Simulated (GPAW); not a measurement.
TaVO4 (Cmmm), O K edge of atom 5, with 1 Ta at 1.97 Å and 2 V at 2.05 Å (distorted trigonal planar, site symmetry 2mm). Method: GPAW, LDA + U (V 4 eV), full core hole (charged cell), 12-atom cell with 5.7 Å between holes, 3×3×3 k points, dipole transitions, Gaussian full width 0.9 eV up to 4 eV, rising linearly to 3.5 eV at 25 eV, without spin-orbit coupling.

```xyz
12
Lattice="6.6128 0.0000 0.0000 3.3064 3.3648 3.1097 3.3064 -3.3648 3.1097" Properties=species:S:1:pos:R:3 pbc="T T T"
Ta    6.6128    0.0000    1.5549
Ta    6.6128    0.0000    4.6646
V     3.3064    0.0000    0.0000
V     3.3064    0.0000    3.1097
O     4.6422    0.0000    1.5549
O    11.2550    0.0000    4.6646
O     1.9705    0.0000    1.5549
O     8.5833    0.0000    4.6646
O     6.6128    1.2968    3.1097
O     3.3064   -2.0679    3.1097
O     6.6128   -1.2968    3.1097
O     3.3064    2.0679    3.1097
```

Energy from the lowest empty level; a common scale on which the isotropic spectrum has a mean of 1 over the first 20 eV.

| E (eV) | curve 1 | curve 2 | curve 3 |
| --- | --- | --- | --- |
| -2.0 | 0.00 | 0.00 | 0.00 |
| -1.5 | 0.00 | 0.00 | 0.00 |
| -1.0 | 0.00 | 0.00 | 0.00 |
| -0.5 | 0.00 | 0.00 | 0.01 |
| 0.0 | 0.04 | 0.02 | 0.10 |
| 0.5 | 0.24 | 0.04 | 0.54 |
| 1.0 | 0.79 | 0.08 | 1.35 |
| 1.5 | 1.34 | 0.16 | 1.80 |
| 2.0 | 0.93 | 0.24 | 1.16 |
| 2.5 | 1.09 | 0.46 | 0.78 |
| 3.0 | 1.97 | 1.07 | 1.06 |
| 3.5 | 1.80 | 1.16 | 1.39 |
| 4.0 | 1.61 | 0.69 | 0.55 |
| 4.5 | 1.85 | 0.53 | 0.09 |
| 5.0 | 1.03 | 0.73 | 0.16 |
| 5.5 | 0.47 | 1.24 | 0.36 |
| 6.0 | 0.45 | 2.08 | 0.50 |
| 6.5 | 0.52 | 3.51 | 0.54 |
| 7.0 | 0.67 | 3.65 | 0.57 |
| 7.5 | 0.97 | 2.23 | 0.76 |
| 8.0 | 1.30 | 1.13 | 1.07 |
| 8.5 | 1.60 | 0.91 | 1.32 |
| 9.0 | 1.72 | 1.22 | 1.42 |
| 9.5 | 1.57 | 1.72 | 1.31 |
| 10.0 | 1.57 | 2.18 | 1.17 |
| 10.5 | 1.89 | 2.35 | 1.22 |
| 11.0 | 2.18 | 2.24 | 1.41 |
| 11.5 | 2.13 | 2.16 | 1.53 |
| 12.0 | 1.76 | 2.19 | 1.44 |
| 12.5 | 1.28 | 2.10 | 1.17 |
| 13.0 | 0.90 | 1.84 | 0.92 |
| 13.5 | 0.66 | 1.51 | 0.79 |
| 14.0 | 0.54 | 1.19 | 0.75 |
| 14.5 | 0.46 | 0.89 | 0.71 |
| 15.0 | 0.39 | 0.66 | 0.63 |
| 15.5 | 0.36 | 0.51 | 0.53 |
| 16.0 | 0.35 | 0.42 | 0.44 |
| 16.5 | 0.39 | 0.35 | 0.39 |
| 17.0 | 0.44 | 0.29 | 0.38 |
| 17.5 | 0.50 | 0.25 | 0.41 |
| 18.0 | 0.57 | 0.25 | 0.47 |
| 18.5 | 0.62 | 0.28 | 0.55 |
| 19.0 | 0.65 | 0.35 | 0.65 |
| 19.5 | 0.66 | 0.44 | 0.73 |
| 20.0 | 0.64 | 0.53 | 0.81 |
| 20.5 | 0.61 | 0.59 | 0.87 |
| 21.0 | 0.56 | 0.61 | 0.92 |
| 21.5 | 0.52 | 0.60 | 0.94 |
| 22.0 | 0.48 | 0.55 | 0.96 |
| 22.5 | 0.46 | 0.49 | 0.96 |
| 23.0 | 0.46 | 0.42 | 0.97 |
| 23.5 | 0.48 | 0.36 | 0.99 |
| 24.0 | 0.54 | 0.31 | 1.02 |
| 24.5 | 0.62 | 0.28 | 1.06 |
| 25.0 | 0.73 | 0.27 | 1.09 |
| 25.5 | 0.84 | 0.27 | 1.08 |
| 26.0 | 0.95 | 0.29 | 1.04 |
| 26.5 | 1.04 | 0.31 | 0.97 |
| 27.0 | 1.11 | 0.35 | 0.88 |
| 27.5 | 1.14 | 0.39 | 0.78 |
| 28.0 | 1.15 | 0.43 | 0.71 |
| 28.5 | 1.14 | 0.48 | 0.65 |
| 29.0 | 1.12 | 0.51 | 0.62 |
| 29.5 | 1.11 | 0.55 | 0.62 |
| 30.0 | 1.11 | 0.59 | 0.65 |
| 30.5 | 1.14 | 0.65 | 0.72 |
| 31.0 | 1.20 | 0.72 | 0.81 |
| 31.5 | 1.28 | 0.82 | 0.93 |
| 32.0 | 1.37 | 0.95 | 1.05 |

**Question.** The curves are for the electric vector along different Cartesian axes of the cell as given, averaged over the symmetry-equivalent atoms. Which is which?

Curve 1: along z, main maxima 1.5 eV (1.34), 3.2 eV (2.05), 4.4 eV (1.88) and 11.2 eV (2.21). Curve 2: along x, main maxima 3.3 eV (1.24), 6.8 eV (3.86) and 10.5 eV (2.35). Curve 3: along y, main maxima 1.4 eV (1.81), 9.0 eV (1.42) and 11.5 eV (1.53). A K edge sees empty p states; the first features are O p mixed into the empty d states of the Ta and V neighbours, and the broad ones above probably into the cations' higher empty bands. Each direction probes the empty orbitals that point along it. The hole lies in one spin channel, while the script sums the empty states of both and takes the lower zero; where the two channels are split, this blurs and shifts the curve. The crystal has 2 inequivalent O sites and not all are shown here, while a measurement adds them all.

[Banner, clock and machine lines of the logs are left out without a mark of their own.]

[Logs are printed without paths, hosts, clocks, repeated set-up lines and the standing remarks that a program may print on its own settings, such as how far it seeks lower states.]

[Hosts, paths, dates, database ids (printed as entryN), source tags and the programs' standing remarks are cut or masked in the printed files.]

[Lists of maxima count a maximum above −3 eV only where it reaches 4 % of the highest in the window and stands out from its surroundings by 2 % of it (1.5 % where it reaches 55 %); shoulders and weaker maxima are passed over, and of the rest the first, up to two pre-edge ones and the few strongest are named.]
